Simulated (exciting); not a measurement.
Two BSE runs for the O K edge of BaSO4, space group F-43m. Run A: exciting, all-electron LAPW+lo, LDA, exchange and screened direct term (singlet BSE), 3×3×3 shifted k points, 47 conduction bands, |G+q| up to 3 bohr⁻¹, full RPA screening with nempty = 77, Lorentzian half width 0.45 eV. Run B has a fault in its input.

Energy from the Kohn–Sham onset, core level to the lowest empty state found on the meshes used; one zero for both, scaled to A's maximum:

| E (eV) | A | B |
| --- | --- | --- |
| -6.0 | 0.01 | 0.03 |
| -5.5 | 0.02 | 0.04 |
| -5.0 | 0.02 | 0.05 |
| -4.5 | 0.02 | 0.08 |
| -4.0 | 0.03 | 0.12 |
| -3.5 | 0.04 | 0.23 |
| -3.0 | 0.05 | 0.55 |
| -2.5 | 0.08 | 1.02 |
| -2.0 | 0.13 | 1.04 |
| -1.5 | 0.28 | 1.18 |
| -1.0 | 0.57 | 0.65 |
| -0.5 | 0.72 | 0.58 |
| 0.0 | 0.85 | 0.54 |
| 0.5 | 0.93 | 0.34 |
| 1.0 | 0.87 | 0.22 |
| 1.5 | 0.57 | 0.18 |
| 2.0 | 0.42 | 0.13 |
| 2.5 | 0.25 | 0.11 |
| 3.0 | 0.19 | 0.12 |
| 3.5 | 0.19 | 0.12 |
| 4.0 | 0.17 | 0.09 |
| 4.5 | 0.12 | 0.07 |
| 5.0 | 0.10 | 0.07 |
| 5.5 | 0.09 | 0.08 |
| 6.0 | 0.10 | 0.10 |
| 6.5 | 0.12 | 0.12 |
| 7.0 | 0.13 | 0.11 |
| 7.5 | 0.12 | 0.14 |
| 8.0 | 0.15 | 0.22 |
| 8.5 | 0.25 | 0.17 |
| 9.0 | 0.24 | 0.15 |
| 9.5 | 0.20 | 0.14 |
| 10.0 | 0.19 | 0.14 |
| 10.5 | 0.18 | 0.12 |
| 11.0 | 0.16 | 0.11 |
| 11.5 | 0.15 | 0.10 |
| 12.0 | 0.13 | 0.09 |
| 12.5 | 0.12 | 0.08 |
| 13.0 | 0.10 | 0.08 |
| 13.5 | 0.10 | 0.09 |
| 14.0 | 0.12 | 0.11 |
| 14.5 | 0.14 | 0.10 |
| 15.0 | 0.12 | 0.10 |
| 15.5 | 0.12 | 0.10 |
| 16.0 | 0.13 | 0.09 |
| 16.5 | 0.12 | 0.08 |
| 17.0 | 0.10 | 0.07 |
| 17.5 | 0.10 | 0.07 |
| 18.0 | 0.09 | 0.06 |
| 18.5 | 0.08 | 0.06 |
| 19.0 | 0.07 | 0.05 |
| 19.5 | 0.07 | 0.06 |

What most likely went wrong in run B?

Far too few empty states in the screening (empty states in the screening from 77 to 8). Against run A the r.m.s. difference is 95 %. Moving the earlier curve by -2.1 eV leaves 26 %. The highest maximum lies at -1.7 eV (1.30), against 0.7 eV (1.00). The first bright state moves from -1.21 to -2.58 eV. Too few states underscreen, so the attraction is too strong. Other settings could leave a like mark; this is the change that was made.

[Hosts, paths, dates, database ids (printed as entryN), source tags and the programs' standing remarks are cut or masked in the printed files.]
